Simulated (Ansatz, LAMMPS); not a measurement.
# Amorphous polythiophene with methane (capped chains of 7 units) at 440 K (258 atoms): a single point

What does DFT give for amorphous polythiophene with methane (capped chains of 7 units) at 440 K (258 atoms) as built?

Method: Kohn-Sham DFT, r2SCAN+D4, PAW (set soft_2), plane waves, in Ansatz 0.2.0.

**1. The structure**

The cell holds 258 atoms: 126 C, 28 S and 104 H. Cell: a = 15.607 Å, b = 15.607 Å, c = 15.607 Å, α = 90.0°, β = 90.0°, γ = 90.0°. 4 polythiophene chains of 7 units with methyl end groups, 6 methane placed at random, at 1.1 g/cm³; overlaps pushed apart, then 20 ps at 800 K with MMFF94 bonds, angles, torsions, charges and radii (Halgren, J. Comput. Chem. 17, 490 (1996)) in harmonic and 12-6 forms. Snapshot after 30 ps at 440 K and fixed volume.

What the set-up can't give: The network of contacts between molecules at the start is that of the classical potential that made the cell, and needn't be the one that DFT or experiment would give. The density was typed from a rule of thumb and may lie off the real one at this temperature. Sampling is at Γ alone, for a cell whose shortest periodic width is 16 Å.

**2. Making the structure**

A classical potential makes the cell, at a small fraction of what the same run would cost in DFT.

This step: classical MD, MMFF94 bonds, angles, torsions, charges and radii (Halgren, J. Comput. Chem. 17, 490 (1996)) in harmonic and 12-6 forms; charges of ions scaled by 0.8 (LAMMPS 22 Jul 2025 - Update 4).

File in.lmp:

```
# amorphous polythiophene with methane
units real
atom_style full
boundary p p p
bond_style harmonic
angle_style harmonic
dihedral_style opls
improper_style harmonic
special_bonds lj 0 0 0.5 coul 0 0 0.75
read_data data.lmp
neigh_modify delay 0 every 1 check yes one 4000
comm_modify cutoff 12.0
timestep 0.5
thermo_style custom step time temp pe press density
thermo_modify norm yes
# push overlapping molecules apart
pair_style soft 2.6
pair_coeff * * 0.0
variable a equal ramp(1,60)
fix ad all adapt 1 pair soft a * * v_a
velocity all create 800 752839 mom yes dist gaussian
fix lim all nve/limit 0.03
fix lan all langevin 800 800 50 752840 zero yes
thermo 1000
run 3000 post no
unfix ad
pair_style lj/cut/coul/long 9.0
pair_modify mix arithmetic tail yes
pair_coeff 1 1 0.0678 3.3680   # C
pair_coeff 2 2 0.0678 3.5860   # C
pair_coeff 3 3 0.2681 3.7370   # S
pair_coeff 4 4 0.0216 2.5400   # H
kspace_style pppm 1.0e-4
thermo 100
# [... 16 lines left out ...]
compute msd all msd com yes
thermo 7500
fix md all nvt temp 440 440 100
run 30000 post no
print "== T440: mean square displacement over the hold $(c_msd[4]:%.2f) A^2"
unfix md
uncompute msd
write_dump all custom T440.dump id type xs ys zs modify sort id
```

Launch:

```console
$ lmp -in in.lmp -log none -nocite
```

Numbers of over 12 decimals in the logs are rounded to 6 here.

The program printed:

```text
LAMMPS (22 Jul 2025 - Update 4)
Reading data file ...
  orthogonal box = (0 0 0) to (15.60683 15.60683 15.60683)
  258 atoms
  orthogonal box = (0 0 0) to (15.60683 15.60683 15.60683)
  276 bonds
  448 angles
  544 dihedrals
  112 impropers
   Step          Time           Temp          PotEng         Press         Density
         0   0              800            0.74945829    -2576.0137      1.0990008
      1000   500            725.36983      2.7659991      5251.7608      1.0990008
      2000   1000           615.08767      2.3510152      4871.8565      1.0990008
      3000   1500           710.68629      2.443183       9250.071       1.0990008
[... 29 lines left out ...]
Loop time of 14.7041 s on 1 MPI rank(s) for 20000 steps with 258 atoms
   Step          Time           Temp          PotEng         Press         Density
[... 4 lines left out ...]
Loop time of 14.3415 s on 1 MPI rank(s) for 20000 steps with 258 atoms
   Step          Time           Temp          PotEng         Press         Density
[... 2 lines left out ...]
     52500   51500          472.9899       1.2880424      2051.3599      1.0990008
     60000   59000          529.26515      1.3055206      1226.5484      1.0990008
     67500   66500          411.88284      1.1324063     -342.18928      1.0990008
     72000   71000          402.3565       1.2266299     -3168.3149      1.0990008
Loop time of 21.0697 s on 1 MPI rank(s) for 30000 steps with 258 atoms
== T440: mean square displacement over the hold 24.72 A^2
```

The job ended after 53 s (1 thread of Arm Neoverse V2, shared host; peak memory 0.13 GiB).

The input also reads data.lmp (atoms, bonds and types; not printed here).

**3. Plane-wave single point**

One self-consistent run at the given positions yields energy and forces.

File input.yaml:

```yaml
crystal:
  lattice:
    - [15.60683, 0.0, 0.0]
    - [0.0, 15.60683, 0.0]
    - [0.0, 0.0, 15.60683]
  atoms:
    - { symbol: C, position: [0.42382, 0.84335, 0.2965] }
    - { symbol: C, position: [0.49053, 0.86441, 0.36209] }
    - { symbol: C, position: [0.54076, 0.80633, 0.40424] }
    - { symbol: C, position: [0.58642, 0.84635, 0.46566] }
    - { symbol: C, position: [0.57133, 0.93214, 0.47307] }
    - { symbol: S, position: [0.50864, 0.96377, 0.39626] }
    - { symbol: C, position: [0.60162, 0.99053, 0.53958] }
    - { symbol: C, position: [0.57626, 0.0732, 0.55488] }
    - { symbol: C, position: [0.61969, 0.11473, 0.62075] }
    - { symbol: C, position: [0.67766, 0.06001, 0.65738] }
    - { symbol: S, position: [0.6841, 0.95794, 0.60693] }
    - { symbol: C, position: [0.73196, 0.08162, 0.72081] }
    - { symbol: C, position: [0.76338, 0.03589, 0.78611] }
    - { symbol: C, position: [0.82387, 0.08222, 0.84098] }
    - { symbol: C, position: [0.83782, 0.16308, 0.80675] }
    - { symbol: S, position: [0.77032, 0.18497, 0.72485] }
    - { symbol: C, position: [0.90097, 0.22301, 0.83133] }
    - { symbol: C, position: [0.90058, 0.30745, 0.80298] }
    - { symbol: C, position: [0.9656, 0.35787, 0.84723] }
    - { symbol: C, position: [0.02365, 0.30339, 0.89216] }
    - { symbol: S, position: [0.98232, 0.20129, 0.89811] }
    - { symbol: C, position: [0.09731, 0.32805, 0.93514] }
    - { symbol: C, position: [0.1453, 0.27587, 0.98907] }
    - { symbol: C, position: [0.2293, 0.31726, 0.00554] }
    - { symbol: C, position: [0.23141, 0.40446, 0.99494] }
    - { symbol: S, position: [0.13326, 0.43453, 0.94764] }
    - { symbol: C, position: [0.29525, 0.46895, 0.01717] }
    - { symbol: C, position: [0.29967, 0.5541, 0.98761] }
    - { symbol: C, position: [0.35737, 0.60358, 0.03075] }
    - { symbol: C, position: [0.4047, 0.55864, 0.09145] }
    - { symbol: S, position: [0.37343, 0.45067, 0.09278] }
    - { symbol: C, position: [0.47738, 0.58734, 0.13551] }
    [... 220 atom lines left out ...]
    - { symbol: H, position: [0.96727, 0.03296, 0.0137] }
    - { symbol: C, position: [0.20028, 0.97278, 0.28093] }
    - { symbol: H, position: [0.25432, 0.00066, 0.31564] }
    - { symbol: H, position: [0.15296, 0.93925, 0.3326] }
    - { symbol: H, position: [0.23105, 0.92527, 0.24085] }
    - { symbol: H, position: [0.15525, 0.01443, 0.25158] }
kpoints:
  mp_grid: { grid: [1, 1, 1] }
hamiltonian:
  xc: r2scan
  dispersion: d4
scf:
  occupations: { method: fermi_dirac, width: 0.025 }
output:
  forces: true
  stress: true
  populations: intrinsic
  dos:
    method: { smearing: { sigma: 0.08 } }
    de: 0.1
    projected: { site_lists: { C: [C], H: [H], S: [S] } }
  eigenvalues: true
  write_density: true
  write_potential: true
  volumetric_format: npy
```

Launch:

```console
$ ansatz run input.yaml --threads 8 --pin off --max-ram 15872MiB --backend cpu --events-out ev --progress --plain --runs-dir out
```

The program printed:

```text
Engine: ansatz 0.2.0, aarch64-unknown-linux-gnu
Pseudopotentials: kind: paw
Pseudopotential: C, paw, valence charge 4, recommended cutoff 500 eV (meta_gga), C.paw.azcp
Pseudopotential: S, paw, valence charge 6, recommended cutoff 500 eV (meta_gga), S.paw.azcp
Pseudopotential: H, paw, valence charge 1, recommended cutoff 500 eV (meta_gga), H.paw.azcp
Functional definition: r2SCAN
  parameter k0 = 0.174
  parameter k1 = 0.065
  parameter a1 = 4.9479
  exchange = r2scan_x(k0 = k0, k1 = k1, a1 = a1)
  correlation = r2scan_c
Crystal: 258 atoms, lattice volume = 3801.405 Å³
Basis set: ecut = 500 eV, 96561 PW (Γ), exchange–correlation on 480×480×480 points (64 copies of the dense FFT grid, shifted against one another)
Bands: 646, of which v1, the nominal top of the filled ones, is band 388 counted from 1 (387 counted from 0)
Symmetry: 1 space group operations
Space group: P1 (ITA 1), of the structure as read, at distance tolerance 1.6e-4 Å
k-points: 1
Non-local potential: C, projectors of the file, l = 0: 2, l = 1: 2, l = 2: 1
Non-local potential: S, projectors of the file, l = 0: 2, l = 1: 2, l = 2: 2
Non-local potential: H, projectors of the file, l = 0: 2, l = 1: 1
PAW form: soft (Blöchl's): semilocal exchange-correlation on the pseudo side does not see the compensation charge
PAW frozen core: C, regenerated for the run's functional (the file was generated under x = pbe(κ = 0.804, μ = 0.219515), c = pbe(β = 0.066725))
PAW frozen core: S, regenerated for the run's functional (the file was generated under x = pbe(κ = 0.804, μ = 0.219515), c = pbe(β = 0.066725))
PAW one-centre angular grid: C, 302 points (default); XC on 239 of its mesh's 2573 points in the sphere
PAW one-centre angular grid: S, 302 points (default); XC on 160 Gauss nodes
PAW one-centre angular grid: H, 302 points (default); XC on 160 Gauss nodes
Initial density: superposition of atomic densities (neutral atoms: chi_scale 0, normalization atom), corrected by the library's trained network
Initial wavefunctions: pseudopotential atomic-orbital guess
Functional: x = r2scan, c = r2scan; τ floored in thin density (d = 2e-4 eV/Å³)
SCF iter   1: F=—  HF=-58717.581175 eV  |F-HF|=—  |Δ(HF+E_count)|=         —  Δρ=7.05e-3  dr2=2.46e0  dr2_τ=2.75e1  ethr=1.77e-3  ⟨swp⟩=6.0  Hψ=3033  notcnv=0  defer=113
preconditioner: auto → Resta (q_TF=auto, 2.094 Å⁻¹)  ε∞=2.4  [insulator: Δε(μ)=1.412 eV  Ē_g=14.164 eV  σ=0.025 eV  W_gap=1.00  n_scr=618 (ndim 8)  ℏωp=16.6 eV  f_vac=0.274  D(μ)=0.00/eV (n_scr^D=0)  ε∞_Penn≈2.4]
SCF iter   2: F=—  HF=-58716.434923 eV  |F-HF|=—  |Δ(HF+E_count)|=    1.15e0  Δρ=4.20e-3  dr2=3.97e-1  dr2_τ=3.09e-2  ethr=3.17e-4  ⟨swp⟩=2.0  Hψ=1131  notcnv=0  defer=254
SCF iter   3: F=—  HF=-58716.436833 eV  |F-HF|=—  |Δ(HF+E_count)|=   1.91e-3  Δρ=1.32e-3  dr2=6.23e-2  dr2_τ=6.76e-3  ethr=5.11e-5  ⟨swp⟩=2.0  Hψ=602  notcnv=0  defer=254
SCF iter   4: F=—  HF=-58716.459270 eV  |F-HF|=—  |Δ(HF+E_count)|=   2.24e-2  Δρ=3.88e-4  dr2=1.03e-2  dr2_τ=1.00e-3  ethr=8.03e-6  ⟨swp⟩=2.0  Hψ=743  notcnv=0  defer=254
SCF iter   5: F=—  HF=-58716.463116 eV  |F-HF|=—  |Δ(HF+E_count)|=   3.85e-3  Δρ=1.61e-4  dr2=1.87e-3  dr2_τ=1.17e-4  ethr=1.33e-6  ⟨swp⟩=2.0  Hψ=767  notcnv=0  defer=254
SCF iter   6: F=—  HF=-58716.465608 eV  |F-HF|=—  |Δ(HF+E_count)|=   2.49e-3  Δρ=7.31e-5  dr2=4.27e-4  dr2_τ=2.81e-5  ethr=2.41e-7  ⟨swp⟩=2.0  Hψ=701  notcnv=0  defer=254
SCF iter   7: F=—  HF=-58716.466084 eV  |F-HF|=—  |Δ(HF+E_count)|=   4.76e-4  Δρ=2.52e-5  dr2=5.08e-5  dr2_τ=3.73e-6  ethr=5.50e-8  ⟨swp⟩=2.0  Hψ=758  notcnv=0  defer=254
SCF iter   8: F=—  HF=-58716.466386 eV  |F-HF|=—  |Δ(HF+E_count)|=   3.02e-4  Δρ=1.09e-5  dr2=9.84e-6  dr2_τ=6.74e-7  ethr=6.55e-9  ⟨swp⟩=2.0  Hψ=953  notcnv=0  defer=254
SCF iter   9: F=—  HF=-58716.466410 eV  |F-HF|=—  |Δ(HF+E_count)|=   2.39e-5  Δρ=4.65e-6  dr2=1.85e-6  dr2_τ=1.38e-7  ethr=1.27e-9  ⟨swp⟩=2.0  Hψ=772  notcnv=0  defer=254
SCF iter  10: F=—  HF=-58716.466414 eV  |F-HF|=—  |Δ(HF+E_count)|=   3.91e-6  Δρ=1.74e-6  dr2=2.37e-7  dr2_τ=1.86e-8  ethr=2.38e-10  ⟨swp⟩=2.0  Hψ=751  notcnv=0  defer=254
SCF iter  11: F=-58716.466415 eV  HF=-58716.466415 eV  |F-HF|=1.48e-7  |Δ(HF+E_count)|=   8.50e-7  Δρ=8.21e-7  dr2=5.09e-8  dr2_τ=3.68e-9  ethr=1.29e-11  ⟨swp⟩=22.0  Hψ=6350  notcnv=0
SCF 1 converged in 11 iterations: F = -58716.466415 eV  dr2 = 5.09e-8
  greatest PAW one-centre occupation: 0.887 electrons in one spin orbital (limit 2), on the S atom at site 5 (counted from 0), in its partial waves of l = 0
WARN: The input density's exchange-correlation potential varies sharply where the density is thin. Do not read a vacuum level from v_tot or v_xc, or from such a field of the output density. On a cell that repeats whose density bears no net charge and no dipole along the vacuum's axis use v_es (v_loc + v_h of the components); [...]
SCF converged after 11 iterations
Free energy (F): -58716.466415 eV
Harris-Foulkes:  -58716.466415 eV  (|F-HF|=1.48e-7)
Internal energy: -58716.466415 eV  (E = F + TS)
E sigma→0 (E₀):  -58716.466415 eV
Fermi energy:    1.536091 eV
--- Per-component energies (eV) ---
  E_band       = -5951.424650
  E_kinetic    = 15836.494418
  E_local      = -55800.872404  (includes V_loc(G=0)·N_el)
  E_nonlocal   = 4368.964897
  E_hartree    = 21113.608167
  E_xc         = -9424.878630
  E_vxc        = -12202.175449  (∫ρ·V_xc dr)
  E_paw        = -29835.057552  (= ΣΔE_a)
  E_vpaw       = -1069.322219  (= ΣTr[D̂ρ^β])
  E_aug_tail   = -0.049811  (compensation charges beyond the density's cutoff)
  E_vtau       = 688.329960  (kinetic-family band-sum trace: ∫τ·v_τ [+ j·A + Jᵃ·Aᵃ] dr)
  E_ewald      = -4960.368801
  E_disp       = -8.111739  (pairwise vdW)
  E_core_change = -6.194960  (= ΣΔE_core)
  E_smearing   = -0.000000  (= −TS)
  E_closure    = -0.000000  (closes the sum)
  Σ components = -58716.466415   (vs F -58716.466415, Δ=0.00e0)
--- Forces (eV/Å), atoms counted from 1 ---
  atom   1  C      1.79716822     1.24511733    -0.91091824
  atom   2  C     -0.55089085    -1.35554897    -1.92518394
  atom   3  C     -1.73260788    -0.33039661    -1.63419519
  atom   4  C      1.05843122    -0.61942055     1.88571851
  atom   5  C      2.17177549     0.50370754     2.78959083
  atom   6  S     -2.05634694     2.04366446    -1.62653689
  atom   7  C      0.21636151    -1.06924916    -1.01543706
  atom   8  C      0.39098131    -0.57080213     0.06033554
  atom   9  C     -0.63431386    -0.83825860    -0.08771803
  atom  10  C     -1.22168863    -1.09212788    -2.01079954
  atom  11  S     -0.66230702     1.54762776     0.28200713
  atom  12  C      1.58864526     1.66854525     1.90161162
  atom  13  C      1.57577369    -1.67115176     2.61885476
  atom  14  C     -0.88944462    -0.59786123    -1.57517591
[...]
atom 257  H     -0.57614485    -0.12392368    -0.39837617
  atom 258  H      0.09068626     0.89927729    -0.83728185
  max |Σ_I F_I| component: 3.81e-5 eV/Å
--- Stress (GPa, compression-positive) ---
        1.118959      -0.025393       1.266560
       -0.025393      -0.293734      -0.026794
        1.266560      -0.026794       0.644500
  P = ⅓ Tr σ = 0.4899 GPa (4.899 kbar)
--- Band table (eV) ---
  k-point 0: bands = ["-18.9763", "-18.9556", "-18.9112", "-18.8106", [... 630 levels ...], "9.7056", "9.7271", "9.7322", "9.7561", "9.7691", "9.7810", "9.8211", "9.8402", "9.8446", "9.8540", "9.8907", "9.8965"]
--- intrinsic populations: 258 sites ---
  site symbol       q [e]
     0      C      4.5352
     1      C      4.1629
     2      C      4.2171
[...]
257      H      0.7949
  spilling = -0.000000 (of n_electrons = 776.000000)
```

It took 2 min on 8 threads of Arm Neoverse V2, shared host; peak memory 12 GiB.

The program notes that the exchange-correlation potential is rough where the density is thin.

The run gave:

| Quantity | Value |
| --- | --- |
| free energy | -58716.4664 eV |
| free energy per atom | -227.5832 eV/atom |
| SCF cycles | 11 |
| pressure | 0.4899 GPa |
| r.m.s. force component | 1.137 eV/Å |
| longest force | 4.833 eV/Å |
| Fermi energy | 1.536 eV |
| gap (highest filled to lowest empty level) | 1.276 eV |

Neighbours are counted within 1.85 Å (C-C), 1.34 Å (C-H), 2.17 Å (C-S).

Length of the force by element and coordination:

| element | coordination | atoms | mean length of the force (eV/Å) | spread | least | most |
| --- | --- | --- | --- | --- | --- | --- |
| C | all | 126 | 2.25 | 1.04 | 0.305 | 4.83 |
| C | 3 | 112 | 2.19 | 1.06 | 0.305 | 4.83 |
| C | 4 | 14 | 2.67 | 0.729 | 1.63 | 3.82 |
| H | all | 104 | 1.07 | 0.664 | 0.153 | 3.55 |
| S | all | 28 | 1.39 | 0.626 | 0.470 | 3.32 |

Intrinsic-atomic-orbital charges by element and coordination:

| element | coordination | atoms | mean charge (e) | spread | least | most |
| --- | --- | --- | --- | --- | --- | --- |
| C | all | 126 | -0.233 | 0.141 | -0.756 | -0.106 |
| C | 3 | 112 | -0.186 | 0.0345 | -0.252 | -0.106 |
| C | 4 | 14 | -0.607 | 0.104 | -0.756 | -0.495 |
| H | all | 104 | 0.186 | 0.0133 | 0.138 | 0.214 |
| S | all | 28 | 0.356 | 0.04 | 0.285 | 0.460 |

States in the cell by windows of 1 eV, zero at the Fermi level; the larger projections on atomic orbitals stand beside the total:

| from (eV) | to (eV) | total | C p | S p | H s | C s |
| --- | --- | --- | --- | --- | --- | --- |
| -14 | -13 | 14.1 | 5.1 | 0.3 | 1.6 | 6.3 |
| -13 | -12 | 19.7 | 11.0 | 0.4 | 1.3 | 5.2 |
| -12 | -11 | 27.7 | 14.3 | 1.6 | 3.3 | 7.2 |
| -11 | -10 | 46.6 | 24.0 | 5.6 | 5.9 | 6.6 |
| -10 | -9 | 40.5 | 21.8 | 5.0 | 5.8 | 4.1 |
| -9 | -8 | 21.5 | 14.4 | 1.9 | 2.8 | 1.7 |
| -8 | -7 | 80.4 | 54.6 | 7.7 | 13.4 | 1.9 |
| -7 | -6 | 105.7 | 72.8 | 10.8 | 17.8 | 1.4 |
| -6 | -5 | 95.9 | 54.6 | 24.6 | 12.9 | 0.8 |
| -5 | -4 | 38.0 | 17.2 | 15.6 | 2.5 | 0.5 |
| -4 | -3 | 38.6 | 24.7 | 13.1 | 0.3 | 0.1 |
| -3 | -2 | 41.6 | 23.1 | 17.8 | 0.2 | 0.1 |
| -2 | -1 | 15.9 | 13.9 | 1.4 | 0.3 | 0.1 |
| -1 | 0 | 8.0 | 7.5 | 0.2 | 0.1 | 0.0 |
| 0 | 1 | 7.8 | 5.6 | 1.8 | 0.1 | 0.1 |
| 1 | 2 | 18.4 | 13.5 | 3.2 | 0.4 | 0.2 |
| 2 | 3 | 45.2 | 20.8 | 11.2 | 2.6 | 3.7 |
| 3 | 4 | 67.3 | 25.0 | 9.7 | 7.8 | 5.5 |
| 4 | 5 | 89.8 | 31.0 | 8.1 | 9.7 | 6.0 |

The curve was stored every 0.100 eV, coarse against its broadening of 0.08 eV, so these counts are rough.

Between -21 and -14 eV lie 182 more states.

The levels nearest the highest filled one (over half full), pooled over k-points and spins:

| level less the highest filled one (eV) | occupation |
| --- | --- |
| -0.535 | 2 |
| -0.517 | 2 |
| -0.203 | 2 |
| -0.192 | 2 |
| -0.140 | 2 |
| 0 | 2 |
| 1.28 | 0 |
| 1.33 | 0 |
| 1.36 | 0 |
| 1.61 | 0 |
| 1.78 | 0 |
| 1.83 | 0 |

Electrostatic potential energy in the ac plane at fractional y = 0.061, with atoms of C and H and S within 0.2 Å of it. With pseudopotentials it is smooth inside the atoms' cores, unlike the true potential.

Ten even steps from '0' (-39 eV) to '9' (6 eV), each cell a mean:
```
999999999999999999999999999999999999999999999
999999999999999999999987789999999999996689999
999999878998756754664562363599999999752389999
999885113776000543510067786799999987201799999
999765114888544788864589999999998512456899999
999999989999999999999999999999986313799999999
999999999999999999999999999999860017999999999
999999999999999999999999999984002579999999999
999999999999999999999999999874115899999998789
999999998789999999999999854578889999999996259
999998762046336999999999600179999999999986689
999764145466314899999999865799999999999754689
998246578999864899999999999999999999998400289
999999999999999999999999999999999999842134799
999999999999999999999999999999999999710069999
999999999999999999999999999999999999987799999
999999999999999999999999999999999999999999999
999999999999999999999987889999999999999999999
999999999999999999998611148887568999999999999
999999999999999999999501026443127899999999999
999999999999999999999865576103678899999999999
984599999999999999999999998778999999999999999
754699999999999999999999999999999999999999998
888899999999999999999999999999999999999999977
```
Columns run along a (15.6 Å; values clipped at the 3rd and 97th percentile), rows up along c (15.6 Å). Atoms in or near the plane, at fractional coordinates: C at (0.58, 0.55), C at (0.68, 0.66), H at (0.86, 0.90), S at (0.52, 0.19), C at (0.45, 0.84), C at (0.29, 0.84), C at (0.15, 0.83), H at (0.58, 0.87), C at (0.90, 0.47), C at (0.85, 0.40), H at (0.94, 0.60), H at (0.31, 0.48), H at (0.07, 0.48), H at (0.05, 0.08).

Valence density in the ac plane at fractional y = 0.061, with atoms of C and H and S within 0.2 Å of it. It is the smooth field of the valence electrons, not physical close to the nuclei.

Ten even steps from '0' (0.0 e/Å³) to '9' (2.0 e/Å³), each cell a mean:
```
000000000000000000000000000000000000000000000
000000000000000000000112211000000000012200000
000001122112333344544565555200000001257510000
000135777435888755798853223100000124776310000
000146665322454211234420000000001467753100000
000001111000000000000000000000014896310000000
000000000000000000000000000001258873100000000
000000000000000000000000000125799521000000000
000000000000000000000000001246864100000000100
000000011211110000000000135532211000000013630
000001246665543100000001479731000000000024421
000245676444686200000001234310000000000257520
001464432101244100000000000000000000012688620
000000000000000000000000000000000000147985210
000000000000000000000000000000000000268741000
000000000000000000000000000000000000123210000
000000000000000000000000000000000000000000000
000000000000000000000012210000000000000000000
000000000000000000001244542113331000000000000
000000000000000000001453454469853210000000000
000000000000000000000133334687421100000000000
135300000000000000000000001222100000000000000
356410000000000000000000000000000000000000012
222100000000000000000000000000000000000000023
```
Columns run along a (15.6 Å), rows up along c (15.6 Å). Atoms in or near the plane, at fractional coordinates: C at (0.58, 0.55), C at (0.68, 0.66), H at (0.86, 0.90), S at (0.52, 0.19), C at (0.45, 0.84), C at (0.29, 0.84), C at (0.15, 0.83), H at (0.58, 0.87), C at (0.90, 0.47), C at (0.85, 0.40), H at (0.94, 0.60), H at (0.31, 0.48), H at (0.07, 0.48), H at (0.05, 0.08).

Mean intrinsic-atomic-orbital charges: C -0.23, H +0.19, S +0.36 e. The largest share in the top eV of filled states is C p (93 % of the projected weight), and in the lowest eV of empty states C p (77 % of the projected weight).

(Continued in part 2 of 2.)

[Logs are printed without paths, hosts, clocks, repeated set-up lines and the standing remarks that a program may print on its own settings, such as how far it seeks lower states.]

[Hosts, paths, dates, database ids (printed as entryN), source tags and the programs' standing remarks are cut or masked in the printed files.]

[The MMFF94 radii named for the starting cell were scaled by 0.96; in molecules described by MMFF94, hydrogen bound to N, O or S took a small fixed 12-6 site in their place.]
